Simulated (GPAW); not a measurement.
A computed N K-edge spectrum of one site in a crystal of N and Ta, with its zero at a photon energy of about 398.9 eV (raw 406.7 eV, less 7.8 eV of added terms; uncertain by a few eV). Method: GPAW, PBE, excited-electron core hole (neutral cell) in a small cell, dipole transitions, broadening that rises with energy, without spin-orbit coupling.

Energy from the lowest empty level; intensity scaled to a mean of 1 over the first 20 eV:

```tsv
E (eV)	intensity
-2.0	0.00
-1.4	0.00
-0.8	0.04
-0.2	0.55
0.4	1.81
1.0	2.51
1.6	2.25
2.2	1.54
2.8	1.45
3.4	1.36
4.0	1.26
4.6	1.65
5.2	1.74
5.8	1.41
6.4	0.99
7.0	0.84
7.6	0.87
8.2	0.85
8.8	0.96
9.4	1.10
10.0	1.06
10.6	0.88
11.2	0.70
11.8	0.63
12.4	0.69
13.0	0.74
13.6	0.73
14.2	0.65
14.8	0.58
15.4	0.55
16.0	0.55
16.6	0.54
17.2	0.51
17.8	0.46
18.4	0.41
19.0	0.40
19.6	0.41
20.2	0.45
20.8	0.50
21.4	0.54
22.0	0.57
22.6	0.60
23.2	0.62
23.8	0.64
24.4	0.65
25.0	0.66
25.6	0.68
26.2	0.69
26.8	0.71
27.4	0.73
28.0	0.75
28.6	0.75
29.2	0.75
29.8	0.74
30.4	0.72
31.0	0.68
31.6	0.65
```

**Question.** What surroundings does the absorber have?

A K edge sees empty p states; the first features are N p mixed into the empty d states of the Ta neighbours, and the broad ones above probably into the cations' higher empty bands. It is atom 3 of Ta2N (P-3m1), with 6 Ta at 2.18 Å (octahedral, site symmetry -3m). Its main maxima below 24 eV lie at 1.1 eV (2.51), 3.0 eV (1.48), 5.0 eV (1.77), 9.6 eV (1.11) and 13.2 eV (0.75). A near-edge spectrum doesn't fix the structure by itself; it is matched against candidates. The mesh is coarse (0.25 Å⁻¹ between points), so small maxima may be mesh ripples. The structure is a computed Materials Project entry and may be a hypothetical form.

[Banner, clock and machine lines of the logs are left out without a mark of their own.]

[Logs are printed without paths, hosts, clocks, repeated set-up lines and the standing remarks that a program may print on its own settings, such as how far it seeks lower states.]

[Hosts, paths, dates, database ids (printed as entryN), source tags and the programs' standing remarks are cut or masked in the printed files.]

[Lists of maxima count a maximum above −3 eV only where it reaches 4 % of the highest in the window and stands out from its surroundings by 2 % of it (1.5 % where it reaches 55 %); shoulders and weaker maxima are passed over, and of the rest the first, up to two pre-edge ones and the few strongest are named.]
